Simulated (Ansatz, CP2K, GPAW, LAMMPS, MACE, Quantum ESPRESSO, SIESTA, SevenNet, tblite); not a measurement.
# 47In2O3-53ZnO (mol %) with crystalline order left by the classical run (65 atoms) in GPAW

Wanted: GPAW inputs and outputs for 47In2O3-53ZnO (mol %) with crystalline order left by the classical run (65 atoms), checked against a plane-wave reference.

Calculated with GPAW 26.7.0; the method is named at each step.

### Step 1. Starting point

The cell holds 65 atoms: 18 In, 10 Zn and 37 O. Its edges and angles: a = 9.453 Å, b = 9.453 Å, c = 9.453 Å, α = 90.0°, β = 90.0°, γ = 90.0°. 65 atoms (18 Sc, 10 Zn, 37 O) placed at random at 4.13 g/cm³, melted at 5000 K for 10 ps at fixed volume with the Morse and Coulomb pair potential with partial charges (Pedone, Malavasi, Menziani, Cormack and Segre, J. Phys. Chem. B 110, 11780 (2006)). Quenched from 5000 K to 300 K at 10 K/ps and fixed volume, held 10 ps at zero pressure, then minimised at fixed cell. Then Sc was replaced by In and the cell scaled by 1.027 (the potential has no terms for the new elements, so the cell is a start for a DFT relaxation).

The yardstick, on the same geometry:

* method: Kohn-Sham DFT, PBE, PAW, plane waves (Ansatz 0.2.0); cutoff 420 eV, Γ point, fermi-dirac smearing of 0.05 eV; PAW set soft_2
* r.m.s. force component: 0.2911 eV/Å
* longest force: 1.111 eV/Å
* pressure: 2.139 GPa
* gap (highest filled to lowest empty level): 0.3639 eV
* SCF cycles: 11
* time: 7.3 s on 8 threads of Arm Neoverse V2, shared host
* CPU time: 51 s

### Step 2. PBE, LCAO dzp, h 0.18 Å

Method: Kohn-Sham DFT, PBE, PAW, atomic orbitals (dzp).

The input, run.py:

```python
import numpy as np
from ase.io import read
from gpaw import GPAW, FermiDirac

atoms = read("structure.xyz")
atoms.calc = GPAW(
    mode="lcao",
    basis="dzp",
    h=0.18,
    xc="PBE",
    kpts={"size": (1, 1, 1), "gamma": True},
    occupations=FermiDirac(0.05),
    maxiter=200,
    symmetry={"point_group": False},
    txt="gpaw.txt",
)
energy = atoms.get_potential_energy(force_consistent=True)
forces = atoms.get_forces()
print(f"energy {energy:.6f} eV")
print("forces (eV/A)")
for i, (a, f) in enumerate(zip(atoms, forces)):
    print(f"{i:4d} {a.symbol:2s} {f[0]:10.5f} {f[1]:10.5f} {f[2]:10.5f}")
print(f"Fermi level {atoms.calc.get_fermi_level():.4f} eV")
for k in range(len(atoms.calc.get_ibz_k_points())):
    for s in range(atoms.calc.get_number_of_spins()):
        e = atoms.calc.get_eigenvalues(kpt=k, spin=s)
        n = np.searchsorted(e, atoms.calc.get_fermi_level())
        print(f"k {k} spin {s} levels about the Fermi level:", np.round(e[max(n - 6, 0):n], 4).tolist(), "|", np.round(e[n:n + 6], 4).tolist())
```

The input, structure.xyz:

```xyz
65
Lattice="9.45319 0.00000 0.00000 0.00000 9.45319 0.00000 0.00000 0.00000 9.45319" Properties=species:S:1:pos:R:3 pbc="T T T"
In 5.66331 0.61105 1.45967
In 7.21713 2.27784 8.54890
In 8.23987 1.98876 3.15566
In 1.02406 4.36454 9.25997
In 7.44250 8.44860 8.59626
In 8.87966 0.59177 6.30811
In 2.65417 0.83557 6.28268
In 7.35420 8.35237 3.58389
In 4.14711 5.63722 3.83601
In 5.76134 3.93101 1.52168
In 2.59055 2.37682 2.67591
In 1.14573 7.00812 7.22451
In 1.04146 0.78868 0.36839
In 8.91493 3.81758 6.15942
In 2.67639 7.02287 1.31210
In 0.91271 5.40647 3.70612
In 5.74537 7.12298 6.20517
In 1.28488 8.91247 3.59883
Zn 8.87361 6.81471 1.33696
Zn 7.29730 5.34890 8.46760
Zn 2.70730 3.91995 5.99597
Zn 3.57198 2.55274 8.97089
Zn 4.20308 5.45506 8.09032
Zn 4.17264 8.74259 8.44652
Zn 5.73790 3.64071 5.78762
Zn 4.84911 0.79029 4.92048
Zn 7.33482 5.36903 4.05873
Zn 5.72107 6.93401 1.07190
O 1.05517 5.53522 1.50060
O 8.94763 6.87880 8.58652
O 2.43694 7.00982 3.53237
O 8.78598 3.86210 3.99189
O 6.23211 0.69131 3.49343
O 4.36860 8.80120 6.33269
O 5.85814 6.98279 4.06118
O 7.42510 8.43329 6.44906
O 7.22696 2.28692 1.30709
O 0.91195 5.37962 5.93178
O 4.38023 2.28389 1.51932
O 2.74218 6.94838 8.59286
O 8.82777 0.65652 8.49936
O 5.76853 4.11649 3.69374
O 7.42057 2.25723 6.36030
O 7.18471 5.50015 1.16823
O 1.85717 2.72138 0.67099
O 8.71319 3.84820 8.31900
O 2.93181 0.75389 4.05873
O 4.31075 5.49911 6.00107
O 5.82827 6.92475 8.38432
O 5.66927 3.84688 8.73815
O 8.75129 6.78455 3.48861
O 5.94464 0.55348 8.79960
O 4.29033 5.58315 1.64051
O 2.60209 4.10127 3.87534
O 7.17412 5.21041 6.18087
O 4.30489 8.44085 1.15783
[... 5 atom lines left out ...]
O 4.15969 2.37606 6.04012
O 8.80404 0.21780 4.24486
O 1.17787 8.74798 6.11395
O 0.69765 1.41297 2.45272
```

Run with:

```
OMP_NUM_THREADS=1 python run.py > output.txt
```

Output:

```text
energy -313.272412 eV
forces (eV/A)
   0 In   -0.12684   -0.15246   -0.07668
   1 In   -0.12117   -0.22736   -0.22642
   2 In   -0.06342    0.58785   -0.18709
   3 In   -0.41955    0.33648   -0.02091
   4 In    0.36997    0.07870   -0.13745
   5 In   -0.10924    0.13780    0.26978
   6 In   -0.95747    0.14086    0.66576
   7 In   -0.37796   -0.39451    0.30660
   8 In    0.41284    0.14833   -0.26251
   9 In    0.30211    0.15079    0.15714
  10 In    0.06028    0.40815    0.60612
  11 In   -0.26991    0.10441    0.18666
  12 In   -0.52179   -0.46829   -0.43577
  13 In    0.09429   -0.09736    0.25897
  14 In   -0.04621    0.07927   -0.35192
  15 In    0.03782    0.01817    0.02970
  16 In    0.42551    0.30670   -0.28902
  17 In    0.02902   -0.22249   -0.00981
  18 Zn   -0.08025   -0.03134   -0.28726
  19 Zn    0.14598    0.16339    0.01430
  20 Zn   -0.34153   -0.14054   -0.00031
  21 Zn    0.28251   -0.09291   -0.09888
  22 Zn   -0.12510    0.01721    0.28304
  23 Zn   -0.02938   -0.00591    0.09558
[...]
57 O     0.28307    0.00008   -0.05218
  58 O     0.63914    0.36214    0.30139
  59 O     0.34702   -0.25999    0.16849
  60 O     0.64059   -0.22625   -0.48383
  61 O     0.46972    0.57210   -0.08797
  62 O     0.33944    0.01330   -0.27942
  63 O    -0.05430   -0.27345   -0.74281
  64 O     0.08722   -0.32555    0.11343
Fermi level 5.3073 eV
k 0 spin 0 levels about the Fermi level: [4.8761, 4.8874, 4.9418, 5.034, 5.0431, 5.1353] | [5.4642, 8.3036, 8.5704, 8.6568, 8.7829, 8.938]
```

gpaw.txt:

```text
Input parameters:
  mode=LCAO(),
  basis={'default': 'dzp'},
  h=0.18,
  kpts=MonkhorstPack(size=(1, 1, 1), gamma=True),
  maxiter=200,
  occupations=Occupations(name='fermi-dirac', width=0.05, fixmagmom=False),
  symmetry=Symmetry(point_group=False),
  xc=XC(name='PBE')
Unit cell  # Å
| periodic |        x |        y |        z |  lengths |    angles |
|----------|----------|----------|----------|----------|-----------|
|      yes | 9.453190 | 0.000000 | 0.000000 | 9.453190 | 90.000000 |
|      yes | 0.000000 | 9.453190 | 0.000000 | 9.453190 | 90.000000 |
|      yes | 0.000000 | 0.000000 | 9.453190 | 9.453190 | 90.000000 |
Number of symmetries: 1
Symmetry operations  # r_c * U_cc + t_c -> r_c
|   | kind |            matrix            |
|---|------|------------------------------|
| 0 |  E   |  1, 0, 0,  0, 1, 0,  0, 0, 1 |
BZ-sampling:
  Number of BZ points: 1
  Number of IBZ points: 1
  Monkhorst-Pack size: [1, 1, 1]
  Monkhorst-Pack shift: [0, 0, 0]
[... lines left out ...]
  Fermi-Dirac:
    width: 0.0500  # eV
FastPoissonSolver using
    Stencil: 6*3+1=19 point O(h^6) finite-difference Laplacian
xc functional:
  name: PBE with 2 nearest neighbor stencil
interpolation: tri-quintic # 5. degree polynomial
Initialization done in: 9.088 s
convergence criteria:
- Maximum [total energy] change in last 3 cyles: 0.0005 eV / valence electron
- Maximum integral of absolute [dens]ity change: 0.0001 electrons / valence electron
- Maximum integral of absolute [eigenst]ate change: 4e-08 eV^2 / valence electron
maximum number of iterations: 200
SCF iterations
|iter     |      energy | eigst |  dens |
|---------|-------------|-------|-------|
|iter:   1| -347.042332 |      c|       |
|iter:   2| -337.660292 |      c| -1.03 |
|iter:   3| -313.650044 |      c| -1.08 |
|iter:   4| -313.499135 |      c| -1.58 |
|iter:   5| -314.452293 |      c| -1.83 |
|iter:   6| -313.390442 |      c| -2.08 |
|iter:   7| -313.322796 |      c| -2.67 |
|iter:   8| -313.282242c|      c| -2.85 |
|iter:   9| -313.265802c|      c| -3.05 |
|iter:  10| -313.255870c|      c| -3.24 |
|iter:  11| -313.253610c|      c| -3.66 |
|iter:  12| -313.253367c|      c| -4.08c|
Converged in 12 steps
SCF loop duration: 195.320 s (16.277 s/step)
Energy contributions relative to reference atoms: (reference = -3443682.355554)
Energy contributions:
  Kinetic:         756.190990
  Coulomb:        -652.183787
  Zero:              8.841358
  External:          0.000000
  Xc:             -426.082883
  Entropy:          -0.038091
  Spinorbit:         0.000000
  ----------------------------
  Free energy:    -313.272412
  Extrapolated:   -313.253367
dipole moment: (30.681401, -40.103071, 30.889491)  # |e|*Ang
Fermi level: 5.307
Eigenvalues  # (at kpt = [0.000, 0.000, 0.000])
| band index |      eig [eV] | occ [0-2] |
|------------|---------------|-----------|
|          0 |       -13.391 |     2.000 |
|        ... |               |           |
|        280 |         4.765 |     2.000 |
|        281 |         4.832 |     2.000 |
[...]
|        295 |         9.221 |     0.000 |
|        ... |               |           |
|        349 |        14.790 |     0.000 |
Gap: 0.329 eV
Transition (v -> c):
  (s=0, k=0, n=287, [0.00, 0.00, 0.00]) -> (s=0, k=0, n=288, [0.00, 0.00, 0.00])
No difference between direct/indirect transitions
Force computation time: 40.919  # s
timing:  # [seconds]
  Total:  245.358  # ━━━━━━━━━━━━━━━━━━━━━━━━━━━━━━━━━━━━━━━━━━━━━━━━━━━━━━━━
  Init:     9.088  # ━━
  SCF:    195.320  # ━━━━━━━━━━━━━━━━━━━━━━━━━━━━━━━━━━━━━━━━━━━━╸
  Forces:  40.919  # ━━━━━━━━━╸
```

Wall time 4.1 min (1 thread of Arm Neoverse V2, shared host); peak memory 1.5 GiB.

Banners, paths, timers and routine set-up lines are dropped from the logs unmarked, and long logs keep their key lines alone; longer cuts are marked.

Numbers from this run, and their distance from the reference:

| Item | Value |
| --- | --- |
| r.m.s. force component | 0.3237 eV/Å |
| r.m.s. difference of force components | 68.9 meV/Å |
| longest difference of force vectors | 221.6 meV/Å |
| force difference over r.m.s. force | 23.67 % |
| slope of forces against the reference's | 1.09 |
| correlation of force components | 0.9805 |
| gap (highest filled to lowest empty level) | 0.3289 eV |
| gap difference | -0.035 eV |

Length of the force difference by element (eV/Å):

```
element  atoms   mean  most
     In     18  0.088  0.19
      O     37   0.11  0.22
     Zn     10   0.13  0.22
```

Levels nearest the highest filled one (eV from it): -0.26, -0.25, -0.19, -0.10, -0.09, 0.00, 0.33, 3.17, 3.44, 3.52, 3.65, 3.80.

The surroundings of In18, picked at random, nearest first, numbered as they follow in the input and with coordinates relative to it.

| atom | x | y | z | distance (Å) | bonds | Fx | Fy | Fz (eV/Å) |
| --- | --- | --- | --- | --- | --- | --- | --- | --- |
| In18 | 0.00 | 0.00 | 0.00 | 0.00 | 6 | 0.03 | -0.22 | -0.01 |
| O47 | 1.65 | 1.29 | 0.46 | 2.14 | 4 | 0.21 | -0.11 | -0.03 |
| O63 | -1.93 | 0.76 | 0.65 | 2.18 | 4 | 0.34 | 0.01 | -0.28 |
| O31 | 1.15 | -1.90 | -0.07 | 2.23 | 4 | -0.27 | 0.06 | 0.08 |
| O57 | -0.21 | -0.50 | -2.17 | 2.24 | 4 | -0.46 | -0.18 | 0.35 |
| O65 | -0.59 | 1.95 | -1.15 | 2.34 | 4 | 0.09 | -0.33 | 0.11 |
| O64 | -0.11 | -0.16 | 2.52 | 2.52 | 4 | -0.05 | -0.27 | -0.74 |
| O51 | -1.99 | -2.13 | -0.11 | 2.91 | 4 | 0.16 | -0.21 | -0.44 |
| In15 | 1.39 | -1.89 | -2.29 | 3.28 | 6 | -0.05 | 0.08 | -0.35 |

Atoms are counted from 1 here, from 0 in the log.

Forces lie 24 % from the reference's, at 4.8 times its CPU time (on 1 against 8 cores).

### Step 3. PBE, LCAO sz(dzp), h 0.18 Å

Method: Kohn-Sham DFT, PBE, PAW, atomic orbitals (sz(dzp)).

Changes to run.py since step 2:

```diff
@@ -7,3 +7,3 @@
     mode="lcao",
-    basis="dzp",
+    basis="sz(dzp)",
     h=0.18,
```

structure.xyz is that of step 2.

Output:

```text
energy -278.302130 eV
forces (eV/A)
   0 In   -0.53002    0.05004    0.25285
   1 In    0.02325   -0.21528   -0.16913
   2 In   -0.09367    0.88554   -0.14765
   3 In   -0.55881    0.30349    0.07800
   4 In    0.62726    0.12020   -0.01009
   5 In   -0.16732   -0.01426   -0.05196
   6 In   -1.20124    0.21266    0.83297
   7 In   -0.31487   -0.43722    0.31262
   8 In    0.30705    0.41435   -0.17172
   9 In    0.12124   -0.13240    0.43366
  10 In    0.34623    0.67172    0.76585
  11 In   -0.27622    0.05865    0.07491
  12 In   -0.74684   -0.69553   -0.74289
  13 In    0.47091   -0.02975    0.29766
  14 In   -0.07903    0.08627   -0.55512
  15 In   -0.08144   -0.10119    0.04675
  16 In    0.33771    0.46569   -0.41472
  17 In    0.04538   -0.47467    0.31669
  18 Zn    0.16120    0.03762   -0.30192
  19 Zn    0.41301    0.19062   -0.19931
  20 Zn   -0.51838   -0.17836    0.02692
  21 Zn    0.65041   -0.21771   -0.28905
  22 Zn   -0.20152    0.00042    0.42310
  23 Zn   -0.09404    0.03572    0.07246
[...]
57 O     0.26947    0.01185   -0.03893
  58 O     0.52899    0.41216    0.33907
  59 O     0.25672   -0.26756    0.19463
  60 O     0.47918   -0.35821   -0.38337
  61 O     0.39678    0.61958   -0.00237
  62 O     0.41835    0.06651   -0.19376
  63 O    -0.06230   -0.24906   -0.81987
  64 O     0.10621   -0.33300    0.07983
Fermi level 5.9206 eV
k 0 spin 0 levels about the Fermi level: [5.6543, 5.7034, 5.739, 5.785, 5.8027, 5.8193] | [5.9598, 9.0317, 9.284, 9.3739, 9.4671, 9.6193]
```

gpaw.txt:

```text
Input parameters:
  mode=LCAO(),
  basis={'default': 'sz(dzp)'},
  h=0.18,
  kpts=MonkhorstPack(size=(1, 1, 1), gamma=True),
  maxiter=200,
  occupations=Occupations(name='fermi-dirac', width=0.05, fixmagmom=False),
  symmetry=Symmetry(point_group=False),
  xc=XC(name='PBE')
Unit cell  # Å
| periodic |        x |        y |        z |  lengths |    angles |
[... lines left out ...]
  Fermi-Dirac:
[... lines left out ...]
convergence criteria:
- Maximum [total energy] change in last 3 cyles: 0.0005 eV / valence electron
[... lines left out ...]
Converged in 17 steps
[... lines left out ...]
  Free energy:    -278.302130
  Extrapolated:   -278.214099
dipole moment: (30.027514, -39.501109, 30.002194)  # |e|*Ang
Fermi level: 5.921
Eigenvalues  # (at kpt = [0.000, 0.000, 0.000])
| band index |      eig [eV] | occ [0-2] |
|------------|---------------|-----------|
|          0 |       -12.835 |     2.000 |
|        ... |               |           |
|        280 |         5.588 |     1.997 |
|        281 |         5.623 |     1.995 |
[...]
|        295 |         9.937 |     0.000 |
|        ... |               |           |
|        349 |        15.928 |     0.000 |
Gap: 0.141 eV
Transition (v -> c):
  (s=0, k=0, n=287, [0.00, 0.00, 0.00]) -> (s=0, k=0, n=288, [0.00, 0.00, 0.00])
No difference between direct/indirect transitions
Force computation time: 10.543  # s
timing:  # [seconds]
  Total:  97.511  # ━━━━━━━━━━━━━━━━━━━━━━━━━━━━━━━━━━━━━━━━━━━━━━━━━━━━━━━━━
  Init:    6.580  # ━━━━
  SCF:    80.358  # ━━━━━━━━━━━━━━━━━━━━━━━━━━━━━━━━━━━━━━━━━━━━━━━
  Forces: 10.543  # ━━━━━━
```

Elapsed: 99 s, on 1 thread; peak memory 1.2 GiB.

Against the reference:

* r.m.s. force component: 0.3705 eV/Å
* r.m.s. difference of force components: 168.5 meV/Å
* longest difference of force vectors: 648.1 meV/Å
* force difference over r.m.s. force: 57.89 %
* slope of forces against the reference's: 1.142
* correlation of force components: 0.8975
* gap (highest filled to lowest empty level): 0.1405 eV
* gap difference: -0.2234 eV

This is a coarse setting, run to see what it loses.

Against the first run (24 %), the force difference from the reference is 58 %, at 0.40 times the CPU time (17 SCF steps against 12), with 400 basis functions against 1105: the smaller basis costs accuracy.

### Step 4. PBE, LCAO szp(dzp), h 0.18 Å

Method: Kohn-Sham DFT, PBE, PAW, atomic orbitals (szp(dzp)).

Changes to run.py since step 3:

```diff
@@ -7,3 +7,3 @@
     mode="lcao",
-    basis="sz(dzp)",
+    basis="szp(dzp)",
     h=0.18,
```

structure.xyz is that of step 3.

Output:

```text
energy -296.629179 eV
forces (eV/A)
   0 In   -0.19321   -0.13377   -0.00977
   1 In   -0.04196   -0.22417   -0.19565
   2 In   -0.05084    0.69496   -0.22471
   3 In   -0.47180    0.31382    0.03693
   4 In    0.42633    0.09615   -0.18254
   5 In   -0.10728    0.18418    0.27137
   6 In   -1.01785    0.24574    0.68458
   7 In   -0.41962   -0.47046    0.32399
   8 In    0.43410    0.20168   -0.24651
   9 In    0.28168    0.10567    0.19905
  10 In    0.10298    0.40138    0.63297
  11 In   -0.30613    0.10240    0.21478
  12 In   -0.54640   -0.51491   -0.53079
  13 In    0.20788   -0.18358    0.27015
  14 In   -0.03744    0.08822   -0.41078
  15 In    0.01439   -0.01879    0.05020
  16 In    0.46539    0.37686   -0.33837
  17 In    0.11285   -0.33417    0.07698
  18 Zn    0.10382   -0.02347   -0.22244
  19 Zn    0.25525    0.09860   -0.08626
  20 Zn   -0.48379   -0.25901   -0.01485
  21 Zn    0.33958   -0.22226   -0.17898
  22 Zn   -0.21469    0.05044    0.28662
  23 Zn   -0.04439    0.03955    0.03460
[...]
57 O     0.20288   -0.05071   -0.04113
  58 O     0.58762    0.37544    0.30342
  59 O     0.32888   -0.15217    0.18088
  60 O     0.56584   -0.25541   -0.46912
  61 O     0.44744    0.51114   -0.01044
  62 O     0.34335   -0.00184   -0.26592
  63 O    -0.02609   -0.36013   -0.80233
  64 O     0.06283   -0.32290    0.13895
Fermi level 5.6461 eV
k 0 spin 0 levels about the Fermi level: [5.2737, 5.3111, 5.349, 5.4435, 5.4538, 5.5109] | [5.7529, 8.675, 8.9326, 9.0198, 9.1654, 9.3276]
```

gpaw.txt:

```text
Input parameters:
  mode=LCAO(),
  basis={'default': 'szp(dzp)'},
  h=0.18,
  kpts=MonkhorstPack(size=(1, 1, 1), gamma=True),
  maxiter=200,
  occupations=Occupations(name='fermi-dirac', width=0.05, fixmagmom=False),
  symmetry=Symmetry(point_group=False),
  xc=XC(name='PBE')
Unit cell  # Å
| periodic |        x |        y |        z |  lengths |    angles |
[... lines left out ...]
  Fermi-Dirac:
[... lines left out ...]
convergence criteria:
- Maximum [total energy] change in last 3 cyles: 0.0005 eV / valence electron
[... lines left out ...]
Converged in 13 steps
[... lines left out ...]
  Free energy:    -296.629179
  Extrapolated:   -296.589301
dipole moment: (30.702794, -39.887831, 30.826559)  # |e|*Ang
Fermi level: 5.646
Eigenvalues  # (at kpt = [0.000, 0.000, 0.000])
| band index |      eig [eV] | occ [0-2] |
|------------|---------------|-----------|
|          0 |       -13.123 |     2.000 |
|        ... |               |           |
|        280 |         5.174 |     2.000 |
|        281 |         5.256 |     1.999 |
[...]
|        295 |         9.611 |     0.000 |
|        ... |               |           |
|        349 |        15.355 |     0.000 |
Gap: 0.242 eV
Transition (v -> c):
  (s=0, k=0, n=287, [0.00, 0.00, 0.00]) -> (s=0, k=0, n=288, [0.00, 0.00, 0.00])
No difference between direct/indirect transitions
Force computation time: 27.461  # s
timing:  # [seconds]
  Total:  184.760  # ━━━━━━━━━━━━━━━━━━━━━━━━━━━━━━━━━━━━━━━━━━━━━━━━━━━━━━━━
  Init:     7.487  # ━━╸
  SCF:    149.782  # ━━━━━━━━━━━━━━━━━━━━━━━━━━━━━━━━━━━━━━━━━━━━━╸
  Forces:  27.461  # ━━━━━━━━╸
```

The job ended after 3.1 min (1 thread; peak memory 1.5 GiB).

Compared with the plane-wave run:

* r.m.s. force component: 0.3269 eV/Å
* r.m.s. difference of force components: 89.67 meV/Å
* longest difference of force vectors: 333.7 meV/Å
* force difference over r.m.s. force: 30.8 %
* slope of forces against the reference's: 1.083
* correlation of force components: 0.9645
* gap (highest filled to lowest empty level): 0.242 eV
* gap difference: -0.1219 eV

This is a coarse setting, run to see what it loses.

Against the first run (24 %), the force difference from the reference is 31 %, at 0.75 times the CPU time, with 705 basis functions against 1105: the smaller basis costs accuracy.

(Part 1 of 2 ends here.)

[Also dropped from logs without a mark: logging warnings of Python, and SIESTA's first energy breakdown and zero terms.]

[Logs are printed without paths, hosts, clocks, repeated set-up lines and the standing remarks that a program may print on its own settings, such as how far it seeks lower states.]

[Hosts, paths, dates, database ids (printed as entryN), source tags and the programs' standing remarks are cut or masked in the printed files.]
